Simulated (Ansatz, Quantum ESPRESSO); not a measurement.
# Lithium (Im-3m): phonons by linear response, part 2 of 3

How does Lithium (Im-3m) vibrate, and is this structure a minimum?

Quantum ESPRESSO 7.5; DFT LDA, scalar-relativistic, plane waves, PseudoDojo norm-conserving pseudopotentials.

So far. Step 2 (A first look): No gap opens on this mesh, so smearing is kept; the start stands at -1.5 GPa. Step 4 (Self-consistent run for the response): The cell stands at -0.022 GPa, close enough for phonons. The relaxed cell has a = 3.366 Å (conventional setting).

### Step 7. Phonons on a q mesh

Linear response treats each wavevector in the unit cell, with no supercell; the 4×4×4 mesh fixes the range of the force constants to be had. The change of the potential is kept for the electron-phonon matrix elements.

The input, ph.in:

```
phonons
 &inputph
    prefix='x',
    outdir='./tmp',
    fildyn='x.dyn',
    tr2_ph=1.0d-18,
    alpha_mix(1)=0.4,
    nmix_ph=8,
    ldisp=.true.,
    nq1=4,
    nq2=4,
    nq3=4,
    electron_phonon='interpolated',
    fildvscf='dvscf',
    el_ph_sigma=0.005,
    el_ph_nsigma=10,
 /
```

Launch:

```
$ OMP_NUM_THREADS=1 mpirun -n 2 ph.x -nk 2 -in ph.in > ph.out
```

Numbers of over 12 decimals in the logs are rounded to 6 here.

Output:

```text
[banners, grids, parts of the stress and lines that vanish by symmetry left out]
[banner, memory and clock lines left out]
Program PHONON v.7.5

     ./tmp/x.save/

     IMPORTANT: XC functional enforced from input :
     Exchange-correlation= PW
                           (   1   4   0   0   0   0   0)
     Any further DFT definition will be discarded
     Please, verify this is what you really want

     G-vector sticks info

     Reading collected, re-writing distributed wavefunctions in ./tmp/

     Dynamical matrices for ( 4, 4, 4)  uniform grid of q-points
     (   8 q-points):
       N         xq(1)         xq(2)         xq(3)
       1   0.000000000   0.000000000   0.000000000
       2   0.000000000  -0.216506351   0.216506351
[...]
Number and degeneracy of irreps per q-point
       N         xq(1)         xq(2)         xq(3)   N irreps
       1   0.000000000   0.000000000   0.000000000       1
        3
       2   0.000000000  -0.216506351   0.216506351       3
     No degeneracy
[...]
No degeneracy
[...]
No degeneracy
[...]
1   2
[...]
No degeneracy
       7   0.433012702  -0.433012702   0.433012702       1
        3
       8  -0.000000000   0.000000000  -0.866025404       1
        3

     Saving dvscf to file. Distribute only q points, not irreducible representations.

     Calculation of q =    0.0000000   0.0000000   0.0000000

     phonons

     bravais-lattice index     =            0
     lattice parameter (alat)  =       5.5093  a.u.
     unit-cell volume          =     128.7292 (a.u.)^3
     number of atoms/cell      =            1
     number of atomic types    =            1
     kinetic-energy cut-off    =      74.0000  Ry
     charge density cut-off    =     296.0000  Ry
     convergence threshold     =      1.0E-18
     beta                      =       0.4000
     number of iterations used =            8
     Exchange-correlation= PW
                           (   1   4   0   0   0   0   0)

     celldm(1)=    5.50934  celldm(2)=    0.00000  celldm(3)=    0.00000
     celldm(4)=    0.00000  celldm(5)=    0.00000  celldm(6)=    0.00000

     crystal axes: (cart. coord. in units of alat)
               a(1) = (  0.5774  0.5774  0.5774 )
               a(2) = ( -0.5774  0.5774  0.5774 )
               a(3) = ( -0.5774 -0.5774  0.5774 )

     reciprocal axes: (cart. coord. in units 2 pi/alat)
               b(1) = (  0.8660  0.0000  0.8660 )
               b(2) = ( -0.8660  0.8660  0.0000 )
               b(3) = (  0.0000 -0.8660  0.8660 )

     Atoms inside the unit cell:

     Cartesian axes

     site n.  atom      mass           positions (alat units)
        1  Li      6.9400   tau(    1) = (    0.00000    0.00000    0.00000  )

     Computing dynamical matrix for
                    q = (   0.0000000   0.0000000   0.0000000 )

     49 Sym.Ops. (with q -> -q+G )

     G cutoff =  227.5785  (  11033 G-vectors)     FFT grid: ( 32, 32, 32)

     number of k points=    72  Gaussian smearing, width (Ry)=  0.0200

     PseudoPot. # 1 for Li read from file:
     ./pseudo/Li.upf
     Pseudo is Norm-conserving, Zval =  3.0

     Mode symmetry, O_h (m-3m)  point group:

     Atomic displacements:
     There are    1 irreducible representations

     Representation     1      3 modes -  To be done

     Alpha used in Ewald sum =   2.8000

     Representation #   1 modes #   1   2   3

     Self-consistent Calculation
      thresh= 1.000E-02 alpha_mix =  0.400 |ddv_scf|^2 =  2.107E-07
      thresh= 4.590E-05 alpha_mix =  0.400 |ddv_scf|^2 =  6.327E-08
[...]
End of self-consistent calculation

     Convergence has been achieved

     Number of q in the star =    1
     List of q in the star:
[...]
Diagonalizing the dynamical matrix

     q = (    0.000000000   0.000000000   0.000000000 )

 **************************************************************************
     freq (    1) =       0.129509 [THz] =       4.319952 [cm-1]
     freq (    2) =       0.129509 [THz] =       4.319952 [cm-1]
     freq (    3) =       0.129509 [THz] =       4.319952 [cm-1]
 **************************************************************************

     Mode symmetry, O_h (m-3m)  point group:

     freq (   1-   3) =          4.3  [cm-1]   --> T_1u G_15  G_4- I
     Electron-phonon interaction  ...

     [... narrower broadenings left out ...]
     Gaussian Broadening:   0.020 Ry, ngauss=   0
     DOS =  3.261406 states/spin/Ry/Unit Cell at Ef=  1.031079 eV
     lambda(    1)=  0.0000   gamma=    0.00 GHz
     lambda(    2)=  0.0000   gamma=    0.00 GHz
     lambda(    3)=  0.0000   gamma=    0.00 GHz
     [... wider broadenings left out ...]

     Number of q in the star =    1
     List of q in the star:
[...]
Calculation of q =    0.0000000  -0.2165064   0.2165064
     [... set-up and bands at k+q left out ...]

     Mode symmetry, C_2v (mm2)  point group:

     Atomic displacements:
     There are    3 irreducible representations

     Representation     1      1 modes -  To be done

[...]
Message from routine init_vloc:
     Interpolation table for Vloc re-allocated

     Alpha used in Ewald sum =   2.8000

     Representation #   1 mode #   1

     Self-consistent Calculation

[...]
[... iterations left out ...]
[...]
End of self-consistent calculation

     Convergence has been achieved

     Representation #   2 mode #   2

[...]
[... iterations left out ...]
[...]
Convergence has been achieved

[...]
Convergence has been achieved

[...]
Diagonalizing the dynamical matrix

     q = (    0.000000000  -0.216506351   0.216506351 )

[...]
freq (    1) =       0.925449 [THz] =      30.869665 [cm-1]
     freq (    2) =       4.022446 [THz] =     134.174345 [cm-1]
     freq (    3) =       6.978939 [THz] =     232.792360 [cm-1]
[...]
Mode symmetry, C_2v (mm2)  point group:

     freq (   1-   1) =         30.9  [cm-1]   --> B_1  D_3  S_3
     freq (   2-   2) =        134.2  [cm-1]   --> B_2  D_4  S_4
     freq (   3-   3) =        232.8  [cm-1]   --> A_1  D_1  S_1
     Electron-phonon interaction  ...

     [... narrower broadenings left out ...]
     Gaussian Broadening:   0.020 Ry, ngauss=   0
     DOS =  3.261406 states/spin/Ry/Unit Cell at Ef=  1.031079 eV
     lambda(    1)=  3.6981   gamma=    9.86 GHz
     lambda(    2)=  0.3812   gamma=   19.21 GHz
     lambda(    3)=  0.1380   gamma=   20.93 GHz
     [... wider broadenings left out ...]

[...]
[... set-up and bands at k+q left out ...]

     Mode symmetry, D_2h (mmm)  point group:

[...]
Convergence has been achieved

[...]
Convergence has been achieved

[...]
Convergence has been achieved

[...]
q = (   -0.000000000   0.433012702  -0.433012702 )

[...]
freq (    1) =       1.569733 [THz] =      52.360642 [cm-1]
     freq (    2) =       5.722851 [THz] =     190.893758 [cm-1]
     freq (    3) =       9.996109 [THz] =     333.434310 [cm-1]
[...]
Mode symmetry, D_2h (mmm)  point group:

     freq (   1-   1) =         52.4  [cm-1]   --> B_2u
     freq (   2-   2) =        190.9  [cm-1]   --> B_1u
     freq (   3-   3) =        333.4  [cm-1]   --> B_3u
[...]
lambda(    1)=  2.6932   gamma=   20.67 GHz
     lambda(    2)=  0.4182   gamma=   42.65 GHz
     lambda(    3)=  0.0922   gamma=   28.71 GHz
[...]
Mode symmetry, C_s (m)     point group:

[...]
Convergence has been achieved

[...]
Convergence has been achieved

[...]
Convergence has been achieved

[...]
q = (   -0.216506351   0.649519053  -0.433012702 )

[...]
freq (    1) =       3.891407 [THz] =     129.803360 [cm-1]
     freq (    2) =       7.733518 [THz] =     257.962389 [cm-1]
     freq (    3) =       9.215391 [THz] =     307.392362 [cm-1]
[...]
Mode symmetry, C_s (m)     point group:

     freq (   1-   1) =        129.8  [cm-1]   --> A'
     freq (   2-   2) =        258.0  [cm-1]   --> A''
     freq (   3-   3) =        307.4  [cm-1]   --> A'
[...]
lambda(    1)=  0.2715   gamma=   12.80 GHz
     lambda(    2)=  0.0321   gamma=    5.97 GHz
     lambda(    3)=  0.0925   gamma=   24.48 GHz
[...]
Mode symmetry, C_4v (4mm)  point group:

[...]
Convergence has been achieved

     Representation #   2 modes #   2   3

[...]
Convergence has been achieved

[...]
q = (    0.000000000   0.000000000   0.433012702 )

[...]
freq (    1) =       6.751567 [THz] =     225.208022 [cm-1]
     freq (    2) =       6.907360 [THz] =     230.404733 [cm-1]
     freq (    3) =       6.907360 [THz] =     230.404733 [cm-1]
[...]
Mode symmetry, C_4v (4mm)  point group:

     freq (   1-   1) =        225.2  [cm-1]   --> A_1  G_1 D_1
     freq (   2-   3) =        230.4  [cm-1]   --> E    G_5 D_5
[...]
lambda(    1)=  0.2145   gamma=   30.45 GHz
     lambda(    2)=  0.0582   gamma=    8.65 GHz
     lambda(    3)=  0.0575   gamma=    8.55 GHz
[...]
Mode symmetry, C_2v (mm2)  point group:

[...]
Convergence has been achieved

     Representation #   2 mode #   2

[...]
Convergence has been achieved

     Representation #   3 mode #   3

[...]
Convergence has been achieved

[...]
q = (   -0.000000000   0.649519053  -0.216506351 )

[...]
freq (    1) =       6.667248 [THz] =     222.395439 [cm-1]
     freq (    2) =       8.709976 [THz] =     290.533523 [cm-1]
     freq (    3) =       9.701661 [THz] =     323.612577 [cm-1]
[...]
Mode symmetry, C_2v (mm2)  point group:

     freq (   1-   1) =        222.4  [cm-1]   --> A_1  D_1  S_1
     freq (   2-   2) =        290.5  [cm-1]   --> B_1  D_3  S_3
     freq (   3-   3) =        323.6  [cm-1]   --> B_2  D_4  S_4
[...]
lambda(    1)=  0.0627   gamma=    8.69 GHz
     lambda(    2)=  0.0195   gamma=    4.61 GHz
     lambda(    3)=  0.0766   gamma=   22.47 GHz
[...]
Calculation of q =    0.4330127  -0.4330127   0.4330127
     [... set-up and bands at k+q left out ...]

     Mode symmetry, T_d (-43m)  point group:

     Atomic displacements:
     There are    1 irreducible representations

     Representation     1      3 modes -  To be done

     Alpha used in Ewald sum =   2.8000

     Representation #   1 modes #   1   2   3

     Self-consistent Calculation

[...]
[... iterations left out ...]
[...]
End of self-consistent calculation

     Convergence has been achieved

[...]
Diagonalizing the dynamical matrix

     q = (    0.433012702  -0.433012702   0.433012702 )

[...]
freq (    1) =       8.144543 [THz] =     271.672700 [cm-1]
     freq (    2) =       8.144543 [THz] =     271.672700 [cm-1]
     freq (    3) =       8.144543 [THz] =     271.672700 [cm-1]
[...]
Mode symmetry, T_d (-43m)  point group:

     freq (   1-   3) =        271.7  [cm-1]   --> T_2  G_15 P_4
     Electron-phonon interaction  ...

     [... narrower broadenings left out ...]
     Gaussian Broadening:   0.020 Ry, ngauss=   0
     DOS =  3.261406 states/spin/Ry/Unit Cell at Ef=  1.031079 eV
     lambda(    1)=  0.0685   gamma=   14.16 GHz
     lambda(    2)=  0.0676   gamma=   13.98 GHz
     lambda(    3)=  0.0704   gamma=   14.53 GHz
     [... wider broadenings left out ...]

[...]
Calculation of q =   -0.0000000   0.0000000  -0.8660254
     [... set-up and bands at k+q left out ...]

     Mode symmetry, O_h (m-3m)  point group:

     Atomic displacements:
     There are    1 irreducible representations

     Representation     1      3 modes -  To be done

     Alpha used in Ewald sum =   2.8000

     Representation #   1 modes #   1   2   3

     Self-consistent Calculation

      thresh= 1.000E-02 alpha_mix =  0.400 |ddv_scf|^2 =  4.589E-07

      [... iterations left out ...]
      thresh= 4.591E-10 alpha_mix =  0.400 |ddv_scf|^2 =  4.687E-21

     End of self-consistent calculation

     Convergence has been achieved

     Number of q in the star =    1
     List of q in the star:
          1  -0.000000000   0.000000000  -0.866025404

     Diagonalizing the dynamical matrix

     q = (   -0.000000000   0.000000000  -0.866025404 )

 **************************************************************************
     freq (    1) =      10.271147 [THz] =     342.608598 [cm-1]
     freq (    2) =      10.271147 [THz] =     342.608598 [cm-1]
     freq (    3) =      10.271147 [THz] =     342.608598 [cm-1]
 **************************************************************************

     Mode symmetry, O_h (m-3m)  point group:

     freq (   1-   3) =        342.6  [cm-1]   --> T_1u G_15  G_4-
     Electron-phonon interaction  ...

     [... narrower broadenings left out ...]
     Gaussian Broadening:   0.020 Ry, ngauss=   0
     DOS =  3.261406 states/spin/Ry/Unit Cell at Ef=  1.031079 eV
     lambda(    1)=  0.0020   gamma=    0.66 GHz
     lambda(    2)=  0.0023   gamma=    0.75 GHz
     lambda(    3)=  0.0024   gamma=    0.78 GHz
     [... wider broadenings left out ...]

     Number of q in the star =    1
     List of q in the star:
          1  -0.000000000   0.000000000  -0.866025404


[key lines of the parts left out:]
the Fermi energy is     1.0140 ev
```

Elapsed: 7.2 min, on 2 MPI ranks of Intel Xeon Platinum 8488C (Sapphire Rapids), shared host; 13 min of CPU time.

This step gave:

| Quantity | Value |
| --- | --- |
| largest acoustic frequency at the zone centre before the sum rule | 4.32 cm⁻¹ |
| lowest mode on the q mesh (acoustic ones at the zone centre apart) | 30.87 cm⁻¹ |

Frequencies (cm⁻¹) at each irreducible wavevector; negative means imaginary. Frequencies by wavevector:

| q (fractions) | star | mode 1 | mode 2 | mode 3 |
| --- | --- | --- | --- | --- |
| 0 0 0 | 1 | 4.32 | 4.32 | 4.32 |
| 0 0 0.25 | 12 | 30.87 | 134.2 | 232.8 |
| 0 0 -0.5 | 6 | 52.36 | 190.9 | 333.4 |
| 0 0.25 -0.5 | 24 | 129.8 | 258 | 307.4 |
| 0.25 0.25 0.25 | 6 | 225.2 | 230.4 | 230.4 |
| 0.25 0.25 -0.5 | 12 | 222.4 | 290.5 | 323.6 |
| 0.25 -0.25 0.25 | 2 | 271.7 | 271.7 | 271.7 |
| -0.5 -0.5 -0.5 | 1 | 342.6 | 342.6 | 342.6 |

Couplings of single modes at a Gaussian broadening of 0.02 Ry, as ph.x prints them; it sets λ to zero for modes under 20 cm⁻¹. Mode couplings:

| q (fractions) | mode | frequency (cm⁻¹) | λ | linewidth γ (GHz) |
| --- | --- | --- | --- | --- |
| 0 0 0.25 | 1 | 30.87 | 3.698 | 9.86 |
| 0 0 0.25 | 2 | 134.2 | 0.3812 | 19.21 |
| 0 0 0.25 | 3 | 232.8 | 0.138 | 20.93 |
| 0 0 -0.5 | 1 | 52.36 | 2.693 | 20.67 |
| 0 0 -0.5 | 2 | 190.9 | 0.4182 | 42.65 |
| 0 0 -0.5 | 3 | 333.4 | 0.0922 | 28.71 |
| 0 0.25 -0.5 | 1 | 129.8 | 0.2715 | 12.8 |
| 0 0.25 -0.5 | 2 | 258 | 0.0321 | 5.97 |
| 0 0.25 -0.5 | 3 | 307.4 | 0.0925 | 24.48 |
| 0.25 0.25 0.25 | 1 | 225.2 | 0.2145 | 30.45 |
| 0.25 0.25 0.25 | 2 | 230.4 | 0.0582 | 8.65 |
| 0.25 0.25 0.25 | 3 | 230.4 | 0.0575 | 8.55 |
| 0.25 0.25 -0.5 | 1 | 222.4 | 0.0627 | 8.69 |
| 0.25 0.25 -0.5 | 2 | 290.5 | 0.0195 | 4.61 |
| 0.25 0.25 -0.5 | 3 | 323.6 | 0.0766 | 22.47 |
| 0.25 -0.25 0.25 | 1 | 271.7 | 0.0685 | 14.16 |
| 0.25 -0.25 0.25 | 2 | 271.7 | 0.0676 | 13.98 |
| 0.25 -0.25 0.25 | 3 | 271.7 | 0.0704 | 14.53 |
| -0.5 -0.5 -0.5 | 1 | 342.6 | 0.002 | 0.66 |
| -0.5 -0.5 -0.5 | 2 | 342.6 | 0.0023 | 0.75 |
| -0.5 -0.5 -0.5 | 3 | 342.6 | 0.0024 | 0.78 |

The acoustic modes at Γ come out as far as 4.3 cm⁻¹ from zero, where they should vanish, a small numerical error.

### Step 8. Force constants in real space

The dynamical matrices of the mesh are Fourier-transformed to force constants in real space.

The input, q2r.in:

```
 &input
    fildyn='x.dyn',
    zasr='crystal',
    flfrc='x.fc',
    la2F=.true.,
 /
```

Launch:

```
$ q2r.x < q2r.in > q2r.out
```

Output:

```text
[banners, grids, parts of the stress and lines that vanish by symmetry left out]
[banner, memory and clock lines left out]
Program Q2R v.7.5

  reading grid info from file x.dyn0

  reading force constants from file x.dyn1
  Dielectric Tensor not found
  nqs=            1
 q=   0.00000000  0.00000000  0.00000000
  reading force constants from file x.dyn2
  nqs=           12
 q=   0.00000000 -0.21650635  0.21650635
[...]
reading force constants from file x.dyn7
  nqs=            2
[...]
q=   0.43301270 -0.43301270 -0.43301270
  reading force constants from file x.dyn8
  nqs=            1
 q=  -0.00000000  0.00000000 -0.86602540

      q-space grid ok, #points =   64

      fft-check success (sum of imaginary terms < 10^-12)

   Preparing gamma for a2F

 Broadening =      0.005
      q-space grid ok, #points =   64

      fft-check success (sum of imaginary terms < 10^-12)

 Broadening =      0.010
[...]
Broadening =      0.045
      q-space grid ok, #points =   64

      fft-check success (sum of imaginary terms < 10^-12)

 Broadening =      0.050
      q-space grid ok, #points =   64

      fft-check success (sum of imaginary terms < 10^-12)
```

Run time: 1.4 s. Hardware: 1 thread.

### Step 9. Dispersion

From the force constants any wavevector is cheap; points of the mesh come back as solved, but for the sum rule and, in polar crystals, the LO-TO term at Γ; the rest is interpolation.

The input, matdyn.in:

```
 &input
    asr='crystal',
    flfrc='x.fc',
    flfrq='x.freq',
    flvec='x.modes',
    q_in_band_form=.true.,
    q_in_cryst_coord=.true.,
 /
8
  0.0000000   0.0000000   0.0000000  12  ! GAMMA
  0.5000000   0.5000000  -0.5000000  12  ! H
  0.5000000  -0.0000000  -0.5000000  12  ! N
  0.0000000   0.0000000   0.0000000  12  ! GAMMA
  0.7500000   0.2500000  -0.2500000  12  ! P
  0.5000000   0.5000000  -0.5000000   1  ! H
  0.7500000   0.2500000  -0.2500000  12  ! P
  0.5000000  -0.0000000  -0.5000000   1  ! N
```

Launch:

```
$ matdyn.x -in matdyn.in > matdyn.out
```

Output:

```text
[banner, memory and clock lines left out]
Program MATDYN v.7.5

 mass for atomic type   1 not given; uses mass from file x.fc
 Norm of the difference between old and new effective charges:    0.000000

 Norm of the difference between old and new force-constants:   2.12176e-06

     Message from routine matdyn:
     Z* not found in file x.fc, TO-LO splitting at q=0 will be absent!
     Message from routine matdyn:
     Z* not found in file x.fc, TO-LO splitting at q=0 will be absent!

Note: The following floating-point exceptions are signalling: IEEE_UNDERFLOW_FLAG
```

Elapsed: 1.2 s, on 1 thread.

Read from the output:

```yaml
lowest_frequency_on_the_path: -18.37 cm⁻¹
```

Matdyn.x, sum rule crystal. Phonon branches along the path, in cm⁻¹:

| point | branch 1 | branch 2 | branch 3 |
| --- | --- | --- | --- |
| Γ | 0 | 0 | 0 |
| halfway | 225 | 230 | 230 |
| H | 343 | 343 | 343 |
| halfway | 222 | 290 | 324 |
| N | 52 | 191 | 333 |
| halfway | 31 | 134 | 233 |
| Γ | 0 | 0 | 0 |
| halfway | 148 | 148 | 260 |
| P | 272 | 272 | 272 |
| halfway | 168 | 313 | 313 |
| H | 343 | 343 | 343 |
| jump to P | 272 | 272 | 272 |
| halfway | 169 | 242 | 325 |
| N | 52 | 191 | 333 |

The phonon branches as a text plot (rows in cm⁻¹):

```
    335 |          *****   ****                         ***   ***
    320 |         **  * ***                          *** *   *
    305 |              **      *             **    **       *
    290 |        **      *      *           *  * **     *  *
    275 |                                       *          *
    260 |       **      *                  *   *           **
    245 |       *         *                   *  *     *     *
    230 |      *         * *     *        *  *              * *
    215 |                   *                         *        *
    200 |     *                   *      *        *             *
    185 |     *              ***            *                *
    170 |    *                  *                  * *
    155 |                 *        *    *  *                  *
    140 |   **                   *                  *
    124 |                  *
    109 |   *                     *    *  *
     94 |  *                *      *                           *
     79 |                           *    *
     64 |  *                                                    *
     49 | *                  ****       *
     34 | *                      *  ** *
     19 |                         *  *
      4 |*                            *
    -11 |                          ***
         Γ           H       N        Γ         P        H|P    N
```

Lowest modes at the softest wavevector of the mesh; phase exp(i q.(R + tau)). Modes at q = (0.000, 0.250, 0.250):

| mode | frequency (cm⁻¹) |
| --- | --- |
| 1 | 30.9 |
| 2 | 134.2 |
| 3 | 232.8 |

Displacements in mode 1 (30.9 cm⁻¹), the largest set to 1, in the home cell:
```
Li1 1.00 0.00 1.00
```

Displacements in mode 2 (134.2 cm⁻¹), the largest set to 1, in the home cell:
```
Li1 0.00 1.00 0.00
```

Force constants by pair (phonopy on the run's constants); pairs near half the supercell's span include their periodic images. Pair force constants, by row:

| atom | neighbour | distance (Å) | third of the trace (eV/Å²) | along the pair's line (eV/Å²) |
| --- | --- | --- | --- | --- |
| Li1 | itself | 0 | 1.415 | – |
| Li1 | Li | 2.915 | -0.1788 | -0.5257 |
| Li1 | Li | 3.366 | -0.0337 | -0.0582 |
| Li1 | Li | 4.761 | 0.024 | 0.0623 |
| Li1 | Li | 5.583 | -0.0028 | -0.0158 |
| Li1 | Li | 5.831 | -0.0173 | -0.0631 |
| Li1 | Li | 6.733 | -0.0042 | -0.0033 |

Mode patterns, pair constants, displacements and means over the zone were worked out by phonopy from the force constants of q2r.x.

The path dips to 18i cm⁻¹ between the solved wavevectors, whose modes are all real, so the dip may come from the interpolation.

(Continued in part 3 of 3.)

[Host names and launcher messages were left out of these logs when they were recorded.]

[Logs are printed without paths, hosts, clocks, repeated set-up lines and the standing remarks that a program may print on its own settings, such as how far it seeks lower states.]

[Hosts, paths, dates, database ids (printed as entryN), source tags and the programs' standing remarks are cut or masked in the printed files.]
